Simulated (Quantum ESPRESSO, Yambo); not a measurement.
# MoS2 (P6_3/mmc): G0W0 with Yambo, start to end, part 3 of 3

Aim: the G0W0 gap of MoS2 (P6_3/mmc) on PBE, step by step.

Quantum ESPRESSO 7.5 and Yambo 5.3.0; PBE and many-body steps on it, plane waves. Known limits of the many-body steps: not at the basis limit; no spin-orbit coupling; coarse k mesh.

So far. Step 3 (Bands along the symmetry lines): The gap is 0.889 eV, as in the run before at this level. Step 4 (Empty states on the mesh, 6×6×2 mesh, 184 bands): On this mesh the gap is 0.889 eV.

The database entry behind the starting cell differs from later determinations by our own check (about 0.3 % long), so it need not match the best structure at ambient conditions.

## 6. Screening and self-energy, 6×6×2 mesh, 184 bands, screening to 122.5 eV

G0W0 replaces the xc potential by the self-energy, built once from these orbitals. Only a window of levels is corrected, while the sums run over the empty bands that the input names.

This step: G0W0 on PBE, plane waves, norm-conserving pseudopotentials.

File gw1.in:

```
HF_and_locXC
gw0
dyson
ppa
em1d
rim_cut
RandQpts= 1000000
RandGvec= 1 RL
EXXRLvcs= 72 Ry
VXCRLvcs= 288 Ry
Chimod= "HARTREE"
% BndsRnXp
 1 | 184 |
%
NGsBlkXp= 9 Ry
% LongDrXp
 1 | 1 | 1 |
%
% GbndRnge
 1 | 184 |
%
DysSolver= "n"
ExtendOut
PPAPntXp= 27.21138 eV
% QPkrange
 1 | 1 | 25 | 28 |
 9 | 9 | 25 | 28 |
 13 | 13 | 25 | 28 |
%
```

Launch:

```sh
$ OMP_NUM_THREADS=2 mpirun -n 2 yambo -F gw1.in -J gw1 -C gw1 > gw1.log
```

Output:

```text
 Yambo, version 5.3.0

 [02] CORE Variables Setup
 =========================

  [... cell, symmetries and grids as in the set-up ...]

  [02.05] Energies & Occupations
  ==============================

  [X] === General ===
  [X] Electronic Temperature                        :  0.000000  0.000000 [eV K]
  [X] Bosonic    Temperature                        :  0.000000  0.000000 [eV K]
  [X] Finite Temperature mode                       : no
  [X] El. density                                   :  0.48515E+24 [cm-3]
  [X] Fermi Level                                   :  10.99217 [eV]

  [X] === Gaps and Widths ===
  [X] Conduction Band Min                           :  0.888808 [eV]
  [X] Valence Band Max                              :  0.000000 [eV]
  [X] Filled Bands                                  :  26
  [X] Empty Bands                                   :   27  184
  [X] Direct Gap                                    :  1.653901 [eV]
  [X] Direct Gap localized at k                     :  13
  [X] Indirect Gap                                  :  0.888808 [eV]
  [X] Indirect Gap between kpts                     :   1   9
  [X] Last valence band width                       :  1.613815 [eV]
  [X] 1st conduction band width                     :  1.216222 [eV]

 [03] Transferred momenta grid and indexing
 ==========================================

 IBZ Q-points                                      :  14
 BZ  Q-points                                      :   72

 K/Q-points units:
 rlu = crystal or reduced units; cc = cartesian coordinates; iku = interal k-units

 Q [ 1]         [rlu]:  0.000000  0.000000  0.000000
 Q [ 2]         [rlu]:  0.000000  0.000000 -0.500000
 Q [ 3]         [rlu]: -0.39822E-17  0.16667       0.0000
 Q [ 4]         [rlu]: -0.39822E-17  0.16667     -0.50000
 Q [ 5]         [rlu]: -0.79644E-17  0.33333       0.0000
 Q [ 6]         [rlu]: -0.79644E-17  0.33333     -0.50000
 Q [ 7]         [rlu]:  0.11947E-16 -0.50000       0.0000
 Q [ 8]         [rlu]:  0.11947E-16 -0.50000     -0.50000
 Q [ 9]         [rlu]:  0.166667  0.166667  0.000000
 Q [10]         [rlu]:  0.166667  0.166667 -0.500000
 Q [11]         [rlu]:  0.166667  0.333333  0.000000
 Q [12]         [rlu]:  0.166667  0.333333 -0.500000
 Q [13]         [rlu]:  0.333333  0.333333  0.000000
 Q [14]         [rlu]:  0.333333  0.333333 -0.500000

 [04] Coloumb potential Random Integration (RIM)
 ===============================================

  [04.01] RIM initialization
  ==========================

  * Diagonal components only detected *

  8 x (sBL volume)        :  0.038104 [a.u.]
  sBZ random points       :  1000000
  Points outside the sBZ  :   7994252
  RL volume               :  0.342938 [a.u.]
  Integrated volume       :  0.343185 [a.u.]

  [04.02] RIM integrals
  =====================

  Gamma point sphere radius             :  0.061039 [a.u.]
  Points outside the sphere             :   799440
  [Int_sBZ(q=0) 1/q^2]*(Vol_sBZ)^(-1/3) =:  7.614149
                                 should be <:  7.795600

  Summary of Coulomb integrals for non-metallic bands |Q|[au] RIM/Bare

  Q [1] 0.100000E-4 0.976724 * Q [2] 0.134896 0.909773
  Q [3] 0.201919 1.106674 * Q [4] 0.242834 1.050517
  Q [9] 0.349734 1.035767 * Q [10] 0.374847 1.026735
  Q [5] 0.403838 1.026483 * Q [6] 0.425772 1.021260
  Q [11] 0.534227 1.015464 * Q [12] 0.550995 1.013641
  Q [7] 0.605757 1.012041 * Q [8] 0.620595 1.010959
  Q [13] 0.699467 1.009340 * Q [14] 0.712356 1.008709

 [05] Dipoles
 ============

  [05.01] Setup: observables and procedures
  =========================================

  [WARNING] [x,Vnl] slows the Dipoles computation. To neglect it rename the ns.kb_pp file

 [06] Dynamic Dielectric Matrix (PPA)
 ====================================

 [WR./gw1//ndb.pp]---------------------------------------------------------------
  Brillouin Zone Q/K grids (IBZ/BZ)                :   14   72   14   72
  RL vectors                                       :   9289 [WF]
  Coulomb cutoff potential                         : none
  Electronic Temperature                           :  0.000000 [K]
  Bosonic    Temperature                           :  0.000000 [K]
  PPA    diel. fun.  energies                      : Perdew, Burke & Ernzerhof(X)+Perdew, Burke & Ernzerhof(C)
  wavefunctions                                    : Perdew, Burke & Ernzerhof(X)+Perdew, Burke & Ernzerhof(C)
  Global Gauge                                     : length
  X matrix size                                    :   329
  X band range                                     :    1  184
  X e/h energy range                               : -1.000000 -1.000000 [eV]
  X Time ordering                                  : R
  X Hxc Kernel                                     : HARTREE
  X Drude frequency                                :  0.000000  0.000000
  X poles                                          :  100.0000 [o/o]
  RL vectors in the sum                            :   9289
  [r,Vnl] included                                 : yes
  Field direction                                  :  0.577350E-5  0.577350E-5  0.577350E-5
  BZ energy Double Grid                            : no
  BZ energy DbGd points                            : 0
  BZ Q point size factor                           : -1.000000
  X Optical Averaged directions                    : none

 [07] Local Exchange-Correlation + Non-Local Fock
 ================================================

 [VXC] Plane waves :   59645
 [EXS] Plane waves :   7461

 QP @ state[ 1 ] K range:  1  1
 QP @ state[ 1 ] b range:  25  28
 QP @ state[ 2 ] K range:   9   9
 QP @ state[ 2 ] b range:  25  28
 QP @ state[ 3 ] K range:  13  13
 QP @ state[ 3 ] b range:  25  28

 [xc] Functional : Perdew, Burke & Ernzerhof(X)+Perdew, Burke & Ernzerhof(C)
 [xc] LIBXC used to calculate xc functional
  PP Number of Atomic Species                      :  2
  NLCC RL compoments                               :   59645
  PP Number of Atomic Species                      :  2
  NLCC RL compoments                               :   59645

 [xc] E_xc :  -24.88331 [Ha]
      E_xc :  -49.76661 [Ry]

  Local XC kind (lXC) : Perdew, Burke & Ernzerhof(X)+Perdew, Burke & Ernzerhof(C)
  Non-Local XC kind (nlXC) : Hartree-Fock

  Corrections @ K [1] :  [eV]
 <25|nlXC|25> = -16.53591  0.73768E-17 <25|lXC|25> = -15.41329  0.000000
 <26|nlXC|26> = -16.96835  0.14061E-16 <26|lXC|26> = -16.39175  0.37763E-15
 <27|nlXC|27> = -11.21797  0.12483E-17 <27|lXC|27> = -15.68153 -0.37763E-15
 <28|nlXC|28> = -11.21809 -0.18068E-17 <28|lXC|28> = -15.68153  0.11329E-14

  Corrections @ K [9] :  [eV]
 <25|nlXC|25> = -17.37657  0.10101E-16 <25|lXC|25> = -16.02371 -0.18882E-15
 <26|nlXC|26> = -17.45278  0.69671E-17 <26|lXC|26> = -16.15518 -0.47204E-16
 <27|nlXC|27> = -11.13771  0.15223E-17 <27|lXC|27> = -15.12489  0.20652E-16
 <28|nlXC|28> = -11.91106 -0.95587E-18 <28|lXC|28> = -16.43817  0.94408E-16

  Corrections @ K [13] :  [eV]
 <25|nlXC|25> = -16.68399  0.49223E-17 <25|lXC|25> = -16.16334 -0.14161E-15
 <26|nlXC|26> = -16.95864 -0.46254E-17 <26|lXC|26> = -16.51728 -0.47204E-16
 <27|nlXC|27> = -13.42781 -0.34052E-17 <27|lXC|27> = -17.61131  0.56645E-15
 <28|nlXC|28> = -13.42781 -0.47933E-18 <28|lXC|28> = -17.61131  0.18882E-15

 [08] Dyson equation: Newton solver
 ==================================

  [08.01] G0W0 (W PPA)
  ====================

  [  GW  ] Bands range     :    1  184
  [GW/PPA] G damping       :  0.100000 [eV]

  QP @ state[ 1 ] K range:  1  1
  QP @ state[ 1 ] b range:  25  28
  QP @ state[ 2 ] K range:   9   9
  QP @ state[ 2 ] b range:  25  28
  QP @ state[ 3 ] K range:  13  13
  QP @ state[ 3 ] b range:  25  28

   Sc/G bands                                       :    1  184
   Sc/G damping                                     :  0.100000 ev
   Sc bands terminator                              : no
   Sx RL components                                 :   7461

   QP @ state[ 1 ] K range                          :  1  1
   QP @ state[ 1 ] b range                          :  25  28
   QP @ state[ 2 ] K range                          :   9   9
   QP @ state[ 2 ] b range                          :  25  28
   QP @ state[ 3 ] K range                          :  13  13
   QP @ state[ 3 ] b range                          :  25  28
   GF energies kind                                 : Perdew, Burke & Ernzerhof(X)+Perdew, Burke & Ernzerhof(C)
   GF WF`s kind                                     : Perdew, Burke & Ernzerhof(X)+Perdew, Burke & Ernzerhof(C)
   Xs energies kind                                 : Perdew, Burke & Ernzerhof(X)+Perdew, Burke & Ernzerhof(C)
   Xs WF`s kind                                     : Perdew, Burke & Ernzerhof(X)+Perdew, Burke & Ernzerhof(C)

 [11] Game Over & Game summary
```

Elapsed: 14 min, on 2 MPI ranks of Arm Neoverse V1, shared host; peak memory 1.9 GiB.

This step gave:

```yaml
g0w0_gap_on_the_points_computed: 1.240 eV
starting_gap_on_the_mesh: 0.8888 eV
k_of_the_valence_top: 0, 0, 0
k_of_the_conduction_bottom: 0.1667, 0.1667, 0
least_direct_g0w0_gap_on_the_computed_points: 2.216 eV
z_at_the_valence_top: 0.7788
z_at_the_conduction_bottom: 0.7871
```

The gap on the mesh goes from 0.89 eV to 1.24 eV, a correction of +0.35 eV.

Limits: finite bands, cutoff and mesh; no spin-orbit coupling; coarse k mesh. v1 is the top filled band, c1 the lowest empty one. Levels before and after the correction, in eV, zero at the valence-band top of each column:

|  | conduction bottom | valence top |
| --- | --- | --- |
| Kohn-Sham | 0.89 | 0.00 |
| G0W0 | 1.24 | 0.00 |

```
                        level  energy (eV)
Kohn-Sham                Γ v2       -1.144
Kohn-Sham                Γ v1        0.000
Kohn-Sham             Γ c1-c2        2.100
Kohn-Sham  (0.167 0.167 0) v2       -1.483
Kohn-Sham  (0.167 0.167 0) v1       -1.455
Kohn-Sham  (0.167 0.167 0) c1        0.889
Kohn-Sham  (0.167 0.167 0) c2        1.628
     G0W0                Γ v2       -1.219
     G0W0                Γ v1        0.000
     G0W0             Γ c1-c2        2.517
     G0W0  (0.167 0.167 0) v2       -1.533
     G0W0  (0.167 0.167 0) v1       -1.475
     G0W0  (0.167 0.167 0) c1        1.240
     G0W0  (0.167 0.167 0) c2        2.112
```

## 7. Where the time went

Times are wall times on the hardware named with each run, good to a factor of about two.

```csv
step,time,share,memory (GiB)
ground state,27 s,3 %,0.45
bands along the symmetry lines,35 s,4 %,0.35
empty states on the mesh,72 s,7 %,0.72
conversion and set-up,3 s,0 %,0.25
screening and self-energy,14 min,86 %,1.9
```

## 8. Outcome

```yaml
pbe_gap: 0.89 eV, indirect
g0w0_gap_on_the_mesh: 1.24 eV
gw_settings: 6×6×2 mesh, 184 bands, screening to 122.5 eV, Godby-Needs plasmon pole
known_limits: not at the basis limit; no spin-orbit coupling; coarse k mesh
```

**Reading.** G0W0 moves the gap on the mesh from 0.89 eV to 1.24 eV (+0.35 eV), with Z of 0.78 and 0.79 at the edges. Only 3 of the mesh's irreducible points were corrected, so a valley elsewhere could overtake. The dearest step here is «screening and self-energy». Bands and cutoff are finite, so the gap is not at the basis limit. The miss can reach some tenths of an eV and take either sign; the mesh is an error of its own. In the G0W0 run levels were corrected at 3 k points alone, so a gap called «on the mesh» is the least over those, and an edge elsewhere would be missed. The 6×6×2 mesh is coarse for this cell, which bears on the long-range parts of exchange and screening. The many-body steps are scalar-relativistic: spin-orbit coupling is not in them.

[Paths, hosts, dates, memory and timing lines, banners, echoed tables and standing remarks are left out of the program output.]

[Logs are printed without paths, hosts, clocks, repeated set-up lines and the standing remarks that a program may print on its own settings, such as how far it seeks lower states.]

[Runs of the session that timed out or met a known fault of the program may be left out.]

[Hosts, paths, dates, database ids (printed as entryN), source tags and the programs' standing remarks are cut or masked in the printed files.]
